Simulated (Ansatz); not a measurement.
# A hypothetical structure for LuSc3

Starting from a made-up structure for LuSc3, the aim is the relaxed cell, its shortest contacts and, where a second run follows, its electronic structure.

Main program and level: Ansatz 0.2.0; DFT, PBE, plane-wave PAW, files of the set soft_1, scalar-relativistic, no spin, cell and ions relaxed at zero pressure; PAW set soft_1, in the first sound run; inputs show where later runs differ.

## (1) The starting structure

The structure is tetragonal, space group I4/mmm (No. 139). Conventional cell: a = 4.614 Å, b = 4.614 Å, c = 9.047 Å, α = 90.00°, β = 90.00°, γ = 90.00°. Lu has 12 Sc at 3.23 to 3.26 Å nearest. Sc has 8 Sc at 3.23 Å and 4 Lu at 3.26 Å nearest. Sc has 4 Lu at 3.23 Å and 8 Sc at 3.23 to 3.26 Å nearest. Farther neighbours are not listed.

## (2) Relaxation of the guess

The guess takes its coordinates from another compound and its volume from a rule, so the cell and any free coordinates are relaxed together.

The input, input.yaml:

```yaml
crystal:
  lattice:
    - [-2.307, 2.307, 4.5235]
    - [2.307, -2.307, 4.5235]
    - [2.307, 2.307, -4.5235]
  atoms:
    - { symbol: Lu, position: [0.0, 0.0, 0.0] }
    - { symbol: Sc, position: [0.5, 0.5, 0.0] }
    - { symbol: Sc, position: [0.25, 0.75, 0.5] }
    - { symbol: Sc, position: [0.75, 0.25, 0.5] }
kpoints:
  mp_grid: { grid: [8, 8, 8] }
scf:
  occupations: { method: fermi_dirac, width: 0.05 }
hamiltonian:
  xc: pbe
  pseudopotentials: { kind: paw, azcp: { folder: soft_1 } }
relax:
  f_tol: 0.015
  max_steps: 70
  cell: {}
output:
  forces: true
  stress: true
```

The run is started by

```
$ ansatz run input.yaml --threads 4 --pin off --max-ram 8192MiB --backend cpu --events-out ev --progress --plain --runs-dir out
```

Numbers of over 12 decimals in the logs are rounded to 6 here.

The program printed:

```text
Engine: ansatz 0.2.0, aarch64-unknown-linux-gnu
Pseudopotentials: kind: paw
Pseudopotential: Lu, paw, valence charge 25, recommended cutoff 420 eV (normal), soft_1/Lu.paw.azcp
Pseudopotential: Sc, paw, valence charge 11, recommended cutoff 420 eV (normal), soft_1/Sc.paw.azcp
Functional definition: PBE
  parameter kappa = 0.804
  parameter beta = 0.066725
  exchange = pbe_x(kappa = kappa, mu = beta*pi^2/3)
  correlation = pbe_c(beta = beta)
Crystal: 4 atoms, lattice volume = 96.301 Å³
Basis set: ecut = 420 eV, 1887 PW (Γ), exchange–correlation on 80×80×80 points (8 copies of the dense FFT grid, shifted against one another)
Bands: 35, of which v1, the nominal top of the filled ones, is band 29 counted from 1 (28 counted from 0)
Symmetry: 16 space group operations
Space group: I4/mmm (ITA 139), of the structure as read, at distance tolerance 4.6e-5 Å
k-points: 59 of 512
Non-local potential: Lu, projectors of the file, l = 0: 3, l = 1: 2, l = 2: 2, l = 3: 3
Non-local potential: Sc, projectors of the file, l = 0: 3, l = 1: 2, l = 2: 3, l = 3: 1
PAW form: soft (Blöchl's): semilocal exchange-correlation on the pseudo side does not see the compensation charge
PAW one-centre angular grid: Lu, 590 points (default); XC on 64 Gauss nodes
PAW one-centre angular grid: Sc, 590 points (default); XC on 64 Gauss nodes
Initial density: superposition of atomic densities (chi_scale 0.1, normalization cell, long waves kept (reshape's long-wave potential 0.00 eV rms))
Initial wavefunctions: pseudopotential atomic-orbital guess
Functional: x = pbe(κ = 0.804, μ = 0.219515), c = pbe(β = 0.066725)
SCF iter   1: F=—  HF=-21140.454528 eV  |F-HF|=—  |Δ(HF+E_count)|=         —  Δρ=2.13e-2  dr2=5.72e-1  ethr=3.10e-3  ⟨swp⟩=5.8  Hψ=8286  notcnv=0
preconditioner: auto → Kerker (q_TF=auto, 2.507 Å⁻¹)  [metal: Δε(μ)=0.009 eV  Ē_g=3.924 eV  σ=0.050 eV  W_gap=0.04  n_scr=30 (ndim 8)  ℏωp=19.3 eV  f_vac=0.000  D(μ)=7.66/eV (n_scr^D=92)]
SCF iter   2: F=—  HF=-21140.310824 eV  |F-HF|=—  |Δ(HF+E_count)|=   1.44e-1  Δρ=1.05e-2  dr2=1.51e-1  ethr=9.87e-4  ⟨swp⟩=4.3  Hψ=4801  notcnv=0
SCF iter   3: F=—  HF=-21140.276635 eV  |F-HF|=—  |Δ(HF+E_count)|=   3.42e-2  Δρ=3.89e-3  dr2=1.33e-2  ethr=2.60e-4  ⟨swp⟩=4.3  Hψ=4341  notcnv=0
SCF iter   4: F=—  HF=-21140.288353 eV  |F-HF|=—  |Δ(HF+E_count)|=   1.17e-2  Δρ=3.33e-3  dr2=9.46e-3  ethr=2.30e-5  ⟨swp⟩=3.0  Hψ=5743  notcnv=0
SCF iter   5: F=—  HF=-21140.274109 eV  |F-HF|=—  |Δ(HF+E_count)|=   1.42e-2  Δρ=4.53e-4  dr2=1.50e-4  ethr=1.63e-5  ⟨swp⟩=3.0  Hψ=5095  notcnv=0
SCF iter   6: F=—  HF=-21140.274033 eV  |F-HF|=—  |Δ(HF+E_count)|=   7.55e-5  Δρ=7.83e-5  dr2=6.56e-6  ethr=2.59e-7  ⟨swp⟩=2.2  Hψ=3916  notcnv=0
SCF iter   7: F=—  HF=-21140.274042 eV  |F-HF|=—  |Δ(HF+E_count)|=   8.54e-6  Δρ=4.74e-5  dr2=1.31e-6  ethr=1.13e-8  ⟨swp⟩=2.4  Hψ=3854  notcnv=0
SCF iter   8: F=—  HF=-21140.274042 eV  |F-HF|=—  |Δ(HF+E_count)|=   6.72e-8  Δρ=1.52e-5  dr2=2.97e-7  ethr=2.27e-9  ⟨swp⟩=3.0  Hψ=4863  notcnv=0
SCF iter   9: F=-21140.274042 eV  HF=-21140.274042 eV  |F-HF|=1.22e-8  |Δ(HF+E_count)|=   4.36e-8  Δρ=5.15e-6  dr2=3.28e-8  ethr=1.72e-10  ⟨swp⟩=5.9  Hψ=10054  notcnv=0
SCF 1 converged in 9 iterations: F = -21140.274042 eV  dr2 = 3.28e-8
  greatest PAW one-centre occupation: 0.998 electrons in one spin orbital (limit 2), on the Sc atom at site 3 (counted from 0), in its partial waves of l = 0
relax step   1: F+E_penalty+E_count = -21140.27404168 eV  Δ(F+E_penalty+E_count) = +0.000e0 eV  max|allowed force component| = 6.505e-19 eV/Å  Δτ_max = 0.0000 Å  P = +3.514 GPa  Ω = 96.301 Å³  (9 SCF iters, dr2 threshold 1.00e-7 eV, accepted)
Crystal: 4 atoms, lattice volume = 104.893 Å³
Basis set: ecut = 420 eV, 2071 PW (Γ), exchange–correlation on 80×80×80 points (8 copies of the dense FFT grid, shifted against one another)
Initial density: handed on by an earlier stage of this run
Initial wavefunctions: those handed on with the density
iter 1 solved again at ethr=7.41e-6 eV; its pass at ethr=3.10e-3 eV (dr2=4.30e-3 eV) is discarded
SCF iter   1: F=—  HF=-21140.337958 eV  |F-HF|=—  |Δ(HF+E_count)|=         —  Δρ=2.12e-3  dr2=2.92e-3  ethr=7.41e-6  ⟨swp⟩=3.5  Hψ=17477  notcnv=0
preconditioner: auto → Kerker (q_TF=auto, 2.472 Å⁻¹)  [metal: Δε(μ)=0.003 eV  Ē_g=4.137 eV  σ=0.050 eV  W_gap=0.01  n_scr=30 (ndim 8)  ℏωp=18.5 eV  f_vac=0.000  D(μ)=8.46/eV (n_scr^D=104)]
SCF iter   2: F=—  HF=-21140.337066 eV  |F-HF|=—  |Δ(HF+E_count)|=   8.92e-4  Δρ=6.58e-4  dr2=7.85e-4  ethr=5.04e-6  ⟨swp⟩=3.0  Hψ=3984  notcnv=0
SCF iter   3: F=—  HF=-21140.336678 eV  |F-HF|=—  |Δ(HF+E_count)|=   3.88e-4  Δρ=6.85e-4  dr2=3.56e-4  ethr=1.35e-6  ⟨swp⟩=3.0  Hψ=4484  notcnv=0
SCF iter   4: F=—  HF=-21140.336605 eV  |F-HF|=—  |Δ(HF+E_count)|=   7.34e-5  Δρ=2.47e-4  dr2=5.82e-5  ethr=6.15e-7  ⟨swp⟩=2.3  Hψ=3872  notcnv=0
SCF iter   5: F=—  HF=-21140.336598 eV  |F-HF|=—  |Δ(HF+E_count)|=   6.59e-6  Δρ=6.85e-5  dr2=5.05e-6  ethr=1.00e-7  ⟨swp⟩=3.0  Hψ=4947  notcnv=0
SCF iter   6: F=—  HF=-21140.336598 eV  |F-HF|=—  |Δ(HF+E_count)|=   1.24e-7  Δρ=1.58e-5  dr2=2.15e-7  ethr=6.90e-10  ⟨swp⟩=5.6  Hψ=13521  notcnv=0
SCF iter   7: F=-21140.336599 eV  HF=-21140.336599 eV  |F-HF|=7.09e-9  |Δ(HF+E_count)|=   2.10e-7  Δρ=7.39e-6  dr2=3.61e-8  ethr=3.71e-10  ⟨swp⟩=6.3  Hψ=10323  notcnv=0
SCF 2 converged in 7 iterations: F = -21140.336599 eV  dr2 = 3.61e-8
relax step   2: F+E_penalty+E_count = -21140.33659864 eV  Δ(F+E_penalty+E_count) = -6.256e-2 eV  max|allowed force component| = 8.674e-19 eV/Å  Δτ_max = 0.0000 Å  P = -0.927 GPa  Ω = 104.893 Å³  energy of the carried Pulay correction = -9.958e-4 eV  (7 SCF iters, dr2 threshold 4.00e-7 eV, accepted)
Crystal: 4 atoms, lattice volume = 102.997 Å³
Basis set: ecut = 420 eV, 2039 PW (Γ), exchange–correlation on 80×80×80 points (8 copies of the dense FFT grid, shifted against one another)
iter 1 solved again at ethr=9.42e-7 eV; its pass at ethr=3.10e-3 eV (dr2=5.47e-4 eV) is discarded
SCF iter   1: F=—  HF=-21140.343085 eV  |F-HF|=—  |Δ(HF+E_count)|=         —  Δρ=4.17e-4  dr2=1.14e-4  ethr=9.42e-7  ⟨swp⟩=4.1  Hψ=15917  notcnv=0
preconditioner: auto → Kerker (q_TF=auto, 2.479 Å⁻¹)  [metal: Δε(μ)=0.012 eV  Ē_g=4.084 eV  σ=0.050 eV  W_gap=0.06  n_scr=30 (ndim 8)  ℏωp=18.7 eV  f_vac=0.000  D(μ)=8.25/eV (n_scr^D=104)]
SCF iter   2: F=—  HF=-21140.343046 eV  |F-HF|=—  |Δ(HF+E_count)|=   3.93e-5  Δρ=1.49e-4  dr2=3.72e-5  ethr=1.97e-7  ⟨swp⟩=3.0  Hψ=4118  notcnv=0
SCF iter   3: F=—  HF=-21140.343033 eV  |F-HF|=—  |Δ(HF+E_count)|=   1.32e-5  Δρ=1.40e-4  dr2=1.53e-5  ethr=6.41e-8  ⟨swp⟩=3.0  Hψ=4043  notcnv=0
SCF iter   4: F=—  HF=-21140.343030 eV  |F-HF|=—  |Δ(HF+E_count)|=   2.80e-6  Δρ=6.56e-5  dr2=3.87e-6  ethr=2.63e-8  ⟨swp⟩=2.1  Hψ=3577  notcnv=0
iter 5 did not close the SCF: its close was put off for the readings that it lacked (scf_convergence_deferred on its scf_iter line)
SCF iter   5: F=-21140.343029 eV  HF=-21140.343030 eV  |F-HF|=8.26e-8  |Δ(HF+E_count)|=   5.96e-7  Δρ=1.67e-5  dr2=2.62e-7  ethr=6.67e-9  ⟨swp⟩=2.6  Hψ=3982  notcnv=0
SCF iter   6: F=-21140.343029 eV  HF=-21140.343029 eV  |F-HF|=2.69e-9  |Δ(HF+E_count)|=   1.85e-8  Δρ=3.15e-6  dr2=7.83e-9  ethr=4.52e-10  ⟨swp⟩=4.8  Hψ=12894  notcnv=0
SCF 3 converged in 6 iterations: F = -21140.343029 eV  dr2 = 7.83e-9
relax step   3: F+E_penalty+E_count = -21140.34302948 eV  Δ(F+E_penalty+E_count) = -6.431e-3 eV  max|allowed force component| = 4.337e-19 eV/Å  Δτ_max = 0.0000 Å  P = -0.078 GPa  Ω = 102.997 Å³  energy of the carried Pulay correction = -7.837e-4 eV  (6 SCF iters, dr2 threshold 4.00e-7 eV, accepted)
Crystal: 4 atoms, lattice volume = 102.810 Å³
iter 1 solved again at ethr=4.14e-8 eV; its pass at ethr=3.10e-3 eV (dr2=2.40e-5 eV) is discarded
SCF iter   1: F=—  HF=-21140.343225 eV  |F-HF|=—  |Δ(HF+E_count)|=         —  Δρ=1.14e-4  dr2=1.34e-5  ethr=4.14e-8  ⟨swp⟩=4.0  Hψ=14897  notcnv=0
preconditioner: auto → Kerker (q_TF=auto, 2.480 Å⁻¹)  [metal: Δε(μ)=0.011 eV  Ē_g=4.091 eV  σ=0.050 eV  W_gap=0.06  n_scr=30 (ndim 8)  ℏωp=18.7 eV  f_vac=0.000  D(μ)=8.23/eV (n_scr^D=104)]
SCF iter   2: F=—  HF=-21140.343223 eV  |F-HF|=—  |Δ(HF+E_count)|=   2.86e-6  Δρ=7.14e-5  dr2=5.55e-6  ethr=2.31e-8  ⟨swp⟩=2.0  Hψ=2545  notcnv=0
SCF iter   3: F=—  HF=-21140.343224 eV  |F-HF|=—  |Δ(HF+E_count)|=   1.32e-6  Δρ=3.45e-5  dr2=1.28e-6  ethr=9.56e-9  ⟨swp⟩=3.2  Hψ=4327  notcnv=0
SCF iter   4: F=—  HF=-21140.343223 eV  |F-HF|=—  |Δ(HF+E_count)|=   1.11e-6  Δρ=1.90e-5  dr2=4.74e-7  ethr=2.20e-9  ⟨swp⟩=3.0  Hψ=4562  notcnv=0
SCF iter   5: F=—  HF=-21140.343223 eV  |F-HF|=—  |Δ(HF+E_count)|=   3.23e-8  Δρ=1.44e-5  dr2=3.13e-7  ethr=8.17e-10  ⟨swp⟩=3.4  Hψ=4500  notcnv=0
SCF iter   6: F=—  HF=-21140.343223 eV  |F-HF|=—  |Δ(HF+E_count)|=   6.41e-8  Δρ=6.15e-6  dr2=4.85e-8  ethr=5.39e-10  ⟨swp⟩=2.2  Hψ=3279  notcnv=0
SCF iter   7: F=-21140.343223 eV  HF=-21140.343223 eV  |F-HF|=3.51e-9  |Δ(HF+E_count)|=   7.11e-9  Δρ=1.69e-6  dr2=4.26e-9  ethr=7.40e-11  ⟨swp⟩=5.8  Hψ=9940  notcnv=0
SCF 4 converged in 7 iterations: F = -21140.343223 eV  dr2 = 4.26e-9
relax step   4: F+E_penalty+E_count = -21140.34322278 eV  Δ(F+E_penalty+E_count) = -1.933e-4 eV  max|allowed force component| = 2.385e-18 eV/Å  Δτ_max = 0.0000 Å  P = +0.010 GPa  Ω = 102.810 Å³  energy of the carried Pulay correction = -7.627e-4 eV  (7 SCF iters, dr2 threshold 4.29e-8 eV, accepted)
Crystal: 4 atoms, lattice volume = 102.829 Å³
iter 1 solved again at ethr=3.30e-8 eV; its pass at ethr=3.10e-3 eV (dr2=1.91e-5 eV) is discarded
SCF iter   1: F=—  HF=-21140.343269 eV  |F-HF|=—  |Δ(HF+E_count)|=         —  Δρ=1.00e-4  dr2=1.12e-5  ethr=3.30e-8  ⟨swp⟩=4.0  Hψ=14743  notcnv=0
preconditioner: auto → Kerker (q_TF=auto, 2.480 Å⁻¹)  [metal: Δε(μ)=0.010 eV  Ē_g=4.092 eV  σ=0.050 eV  W_gap=0.05  n_scr=30 (ndim 8)  ℏωp=18.7 eV  f_vac=0.000  D(μ)=8.23/eV (n_scr^D=104)]
SCF iter   2: F=—  HF=-21140.343267 eV  |F-HF|=—  |Δ(HF+E_count)|=   2.36e-6  Δρ=6.46e-5  dr2=4.69e-6  ethr=1.92e-8  ⟨swp⟩=1.2  Hψ=2091  notcnv=0
SCF iter   3: F=—  HF=-21140.343268 eV  |F-HF|=—  |Δ(HF+E_count)|=   8.78e-7  Δρ=2.13e-5  dr2=8.79e-7  ethr=8.09e-9  ⟨swp⟩=2.8  Hψ=3837  notcnv=0
SCF iter   4: F=—  HF=-21140.343268 eV  |F-HF|=—  |Δ(HF+E_count)|=   5.49e-8  Δρ=9.69e-6  dr2=7.89e-8  ethr=1.51e-9  ⟨swp⟩=3.1  Hψ=4694  notcnv=0
SCF iter   5: F=—  HF=-21140.343268 eV  |F-HF|=—  |Δ(HF+E_count)|=   3.47e-8  Δρ=8.50e-6  dr2=1.36e-7  ethr=1.36e-10  ⟨swp⟩=3.2  Hψ=5280  notcnv=0
SCF iter   6: F=—  HF=-21140.343268 eV  |F-HF|=—  |Δ(HF+E_count)|=   1.79e-8  Δρ=4.16e-6  dr2=3.20e-8  ethr=1.36e-10  ⟨swp⟩=2.3  Hψ=3064  notcnv=0
SCF iter   7: F=-21140.343268 eV  HF=-21140.343268 eV  |F-HF|=7.79e-10  |Δ(HF+E_count)|=   3.78e-9  Δρ=6.36e-7  dr2=9.14e-10  ethr=1.81e-11  ⟨swp⟩=6.1  Hψ=10334  notcnv=0
SCF 5 converged in 7 iterations: F = -21140.343268 eV  dr2 = 9.14e-10
relax step   5: F+E_penalty+E_count = -21140.34326768 eV  Δ(F+E_penalty+E_count) = -4.490e-5 eV  max|allowed force component| = 8.674e-19 eV/Å  Δτ_max = 0.0000 Å  P = +0.002 GPa  Ω = 102.829 Å³  energy of the carried Pulay correction = -7.650e-4 eV  (7 SCF iters, dr2 threshold 1.05e-8 eV, accepted)
Initial wavefunctions: pseudopotential atomic-orbital guess (no wavefunctions were taken with the density)
iter 1 solved again at ethr=7.92e-8 eV; its pass at ethr=3.10e-3 eV (dr2=4.60e-5 eV) is discarded
SCF iter   1: F=—  HF=-21140.344079 eV  |F-HF|=—  |Δ(HF+E_count)|=         —  Δρ=1.09e-4  dr2=7.33e-7  ethr=7.92e-8  ⟨swp⟩=5.5  Hψ=17195  notcnv=0
SCF iter   2: F=—  HF=-21140.344101 eV  |F-HF|=—  |Δ(HF+E_count)|=   2.24e-5  Δρ=6.25e-5  dr2=9.62e-7  ethr=1.26e-9  ⟨swp⟩=3.0  Hψ=5190  notcnv=0
SCF iter   3: F=—  HF=-21140.344105 eV  |F-HF|=—  |Δ(HF+E_count)|=   3.37e-6  Δρ=4.19e-5  dr2=1.65e-7  ethr=1.26e-9  ⟨swp⟩=3.0  Hψ=4169  notcnv=0
SCF iter   4: F=—  HF=-21140.344109 eV  |F-HF|=—  |Δ(HF+E_count)|=   4.07e-6  Δρ=6.85e-6  dr2=5.27e-9  ethr=2.84e-10  ⟨swp⟩=2.0  Hψ=3805  notcnv=0
SCF iter   5: F=—  HF=-21140.344109 eV  |F-HF|=—  |Δ(HF+E_count)|=   8.71e-8  Δρ=1.49e-6  dr2=4.57e-10  ethr=9.09e-12  ⟨swp⟩=3.0  Hψ=5419  notcnv=0
SCF iter   6: F=-21140.344109 eV  HF=-21140.344109 eV  |F-HF|=6.55e-11  |Δ(HF+E_count)|=   2.52e-9  Δρ=2.06e-7  dr2=1.35e-11  ethr=1.00e-12  ⟨swp⟩=5.7  Hψ=12990  notcnv=0
SCF 6 converged in 6 iterations: F = -21140.344109 eV  dr2 = 1.35e-11
relax step   6: F+E_penalty+E_count = -21140.34410870 eV  Δ(F+E_penalty+E_count) = -8.410e-4 eV  max|allowed force component| = 1.626e-19 eV/Å  Δτ_max = 0.0000 Å  P = +0.006 GPa  Ω = 102.829 Å³  stress off target by 1.18e-2 GPa  SCF on the basis re-selected at this cell (its energy is not comparable with the rows above)  (6 SCF iters)
basis re-selected at this cell: Δ(F+E_penalty+E_count) = -8.410e-4 eV, ΔP = +0.004 GPa vs the last step (what re-selecting the basis moved, of the pressure what is left beyond the Pulay correction that the steps carried, after the strain that the cell walked since its last selection, with what the two solves' SCF thresholds leave and, on support functions, any second-order correction that the steps lacked; it is no m [...]
SCF converged after 6 iterations
Free energy (F): -21140.344109 eV
Harris-Foulkes:  -21140.344109 eV  (|F-HF|=6.55e-11)
Internal energy: -21140.278825 eV  (E = F + TS)
E sigma→0 (E₀):  -21140.311467 eV
Entropy (-TS):   -0.065284 eV (-16.321 meV/atom)
Fermi energy:    10.492386 eV
--- Per-component energies (eV) ---
  E_band       = -549.002361
  E_kinetic    = 1036.516568
  E_local      = -10086.390988  (includes V_loc(G=0)·N_el)
  E_nonlocal   = 1109.858573
  E_hartree    = 4098.617918
  E_xc         = -462.932039
  E_vxc        = -566.055138  (∫ρ·V_xc dr)
  E_paw        = -10391.672334  (= ΣΔE_a)
  E_vpaw       = -240.167334  (= ΣTr[D̂ρ^β])
  E_aug_tail   = 0.000116  (compensation charges beyond the density's cutoff)
  E_ewald      = -6444.276639
  E_smearing   = -0.065284  (= −TS)
  E_closure    = 0.000000  (closes the sum)
  Σ components = -21140.344109   (vs F -21140.344109, Δ=0.00e0)
--- Forces (eV/Å), atoms counted from 1 ---
  atom   1  Lu    -0.00000000     0.00000000     0.00000000
  atom   2  Sc     0.00000000     0.00000000     0.00000000
  atom   3  Sc     0.00000000     0.00000000     0.00000000
  atom   4  Sc     0.00000000     0.00000000     0.00000000
  max |Σ_I F_I| component: 2.17e-19 eV/Å
--- Stress (GPa, compression-positive) ---
        0.002337       0.000000      -0.000000
        0.000000       0.002337       0.000000
        0.000000       0.000000       0.011841
  P = ⅓ Tr σ = 0.0055 GPa (0.055 kbar)
--- Relaxed structure (5 steps of the walk, 5 accepted, 1 SCFs on fresh bases) ---
  F+E_penalty+E_count = -21140.34410870 eV   max|allowed force component| = 1.626e-19 eV/Å   (the final SCF, on the basis selected at the relaxed cell)
  cell:  # Å, volume = 102.8290 Å³
    - [-2.345591, 2.345591, 4.672520]
    - [2.345591, -2.345591, 4.672520]
    - [2.345591, 2.345591, -4.672520]
  atoms:
    - { symbol: Lu, position: [0, 0, 0] }
    - { symbol: Sc, position: [0.500000, 0.500000, 0] }
    - { symbol: Sc, position: [0.25, 0.750000, 0.5] }
    - { symbol: Sc, position: [0.750000, 0.25, 0.5] }
```

Run time: 18 s. Hardware: 4 threads of Arm Neoverse V2, shared host; peak memory 0.54 GiB; 70 s of CPU time.

The steps of the relaxation:

```tsv
step	energy less that of the first step (eV)	largest force component (eV/Å)	pressure (GPa)	volume (Å³)
1	0.0000	0.0000	3.51	96.30
2	-0.0626	0.0000	-0.93	104.89
3	-0.0690	0.0000	-0.08	103.00
4	-0.0692	0.0000	0.01	102.81
5	-0.0692	0.0000	0.00	102.83
6*	-0.0701	0.0000	0.01	102.83
```

Relaxation steps marked * repeat the geometry before them on a plane-wave basis chosen anew for their cell, so energy and pressure can jump there.

The run keeps the 16 symmetry operations that it works with, so distortions that break them were not tested.

```tsv
conventional cell, symmetrised	before	after	change
a (Å)	4.614	4.691	+1.7 %
b (Å)	4.614	4.691	+1.7 %
c (Å)	9.047	9.345	+3.3 %
volume (Å³/atom)	24.08	25.71	+6.8 %
```

Final coordinates:

```cif
data_structure
_symmetry_space_group_name_H-M 'P 1'
_symmetry_Int_Tables_number 1
_cell_length_a 5.7303
_cell_length_b 5.7303
_cell_length_c 5.7303
_cell_angle_alpha 131.674
_cell_angle_beta 131.674
_cell_angle_gamma 70.744
_cell_volume 102.83
loop_
_atom_site_label
_atom_site_type_symbol
_atom_site_fract_x
_atom_site_fract_y
_atom_site_fract_z
_atom_site_occupancy
Lu1 Lu 0.00000 0.00000 0.00000 1
Sc2 Sc 0.50000 0.50000 0.00000 1
Sc3 Sc 0.25000 0.75000 0.50000 1
Sc4 Sc 0.75000 0.25000 0.50000 1
```

Numbers from this step:

* free energy: -21140.3441 eV
* energy at zero smearing: -21140.3115 eV
* smearing term TS: 0.06528 eV
* Fermi energy: 10.49 eV
* electrons: 58
* symmetry operations: 16
* pressure: 0.005505 GPa

The shortest distance of each pair, which need not be the same contact before and after:

```tsv
pair	guess (Å)	relaxed (Å)
Lu–Sc	3.231	3.311
Sc–Sc	3.231	3.311
Lu–Lu	4.614	4.691
```

The relaxation ends with a pressure of 0.01 GPa.

(Continued in part 2 of 2.)

[Logs are printed without paths, hosts, clocks, repeated set-up lines and the standing remarks that a program may print on its own settings, such as how far it seeks lower states.]

[Hosts, paths, dates, database ids (printed as entryN), source tags and the programs' standing remarks are cut or masked in the printed files.]
